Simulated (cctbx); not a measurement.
## What is wrong with this refinement?

Cell a = 4.3170 Å, b = 4.3170 Å, c = 7.1490 Å, α = 90.00°, β = 90.00°, γ = 120.00°; space group P3m1 (no. 156).

Simulated single-crystal data (cctbx): Cu Kα, λ = 1.54184 Å, to d = 0.8 Å, 80 % of the full sphere, strongest reflection 5000 counts, noise from counting, a 3 % proportional error and a noise floor of 8 counts (s.d.); no absorption.

An anisotropic refinement with weights 1/σ² prints:

```text
Rint 0.034, 224 unique reflections to 0.81 A
cycle     R1     wR2    GooF  max shift (A)
   1  0.0600  0.1400   4.226   0.04498
  12  0.0220  0.0574   1.733   0.00402
final R1 0.0220 wR2 0.0574 GooF 1.733  parameters 15  data/parameter 14.9
atom        x        y        z      Ueq    occ   su(xyz)  su(Uiso or U11)
Bi1    0.00000  0.00000  0.74403   0.0116  1.000  0.00028  0.0009
Bi2    0.66667  0.33333  0.26789   0.0067  1.000  0.00028  0.0007
Dy1    0.33333  0.66667  0.99939   0.0227  1.000  0.00085  0.0006
Cu1    0.66667  0.33333  0.64689   0.0227  1.000  0.00168  0.0035
Be1    0.00000  0.00000  0.36172   0.0029  1.000  0.01091  0.0190
difference map: max 1.64 min -3.41 rms 0.39
Q1    0.6667  0.3333  0.3812    1    1.66  0.81 A from Bi2
Q2    0.2253  0.6127  0.1640    3    1.31  1.24 A from Dy1
Q3    0.6667  0.3333  0.7831    1    1.23  0.97 A from Cu1
Q4    0.0000  0.0000  0.5897    1    1.15  1.10 A from Bi1
Q5    0.0000  0.0000  0.7816    1    1.11  0.27 A from Bi1
Q6    0.5025  0.2512  0.2511    3    1.05  0.63 A from Bi2
```

**Question.** Can this result stand? If not, what is the likely fault?

Mend it. The fault: wrong element: Dy1 is Ho. Against the right model at the same level, R1 goes from 0.0131 to 0.0220 and GooF from 0.92 to 1.73, U of Dy1 swells from 0.0111 to 0.0227 Å² and a hole of -3.4 e/Å³ opens. Dy1 has 1 electron too few, yet its U moves the other way: dispersion, the scale or a false minimum can outweigh the electron count. The fit had not settled when the cycles ran out.

The compound is HoBeCuBi2. The right model at the same level gives:

```text
Rint 0.034, 224 unique reflections to 0.81 A
cycle     R1     wR2    GooF  max shift (A)
   1  0.0270  0.0629   1.900   0.01613
   3  0.0131  0.0305   0.921   0.00039
final R1 0.0131 wR2 0.0305 GooF 0.921  parameters 15  data/parameter 14.9
atom        x        y        z      Ueq    occ   su(xyz)  su(Uiso or U11)
Bi1    0.00000  0.00000  0.74518   0.0116  1.000  0.00020  0.0005
Bi2    0.66667  0.33333  0.26924   0.0078  1.000  0.00020  0.0004
Ho1    0.33333  0.66667  0.99483   0.0111  1.000  0.00056  0.0003
Cu1    0.66667  0.33333  0.64955   0.0207  1.000  0.00078  0.0019
Be1    0.00000  0.00000  0.36856   0.0179  1.000  0.00759  0.0154
Flack x: 0.04(4)
Hooft y: -0.022(43)  Bijvoet pairs: 110
difference map: max 1.06 min -1.31 rms 0.24
Q1    0.0000  0.0000  0.5862    1    1.06  1.14 A from Bi1
Q2    0.6667  0.3333  0.4345    1    0.95  1.18 A from Bi2
Q3    0.5429  0.0858  0.3509    3    0.77  1.09 A from Bi2
Q4    0.1425  0.2850  0.6438    3    0.74  1.29 A from Bi1
Q5    0.5048  0.2524  0.9678    3    0.72  2.24 A from Bi2
Q6    0.5865  0.1729  0.8088    3    0.69  1.29 A from Cu1
```

Isotropic U is held between 0.0001 and 1 Å² by the program, and listed peak heights are interpolated, so they can pass the grid's maximum.

The model is made up (kin elements in a known structure type, no relaxation), so it says nothing on whether the phase exists.

[Middle refinement cycles are left out of these outputs.]

[Logs are printed without paths, hosts, clocks, repeated set-up lines and the standing remarks that a program may print on its own settings, such as how far it seeks lower states.]
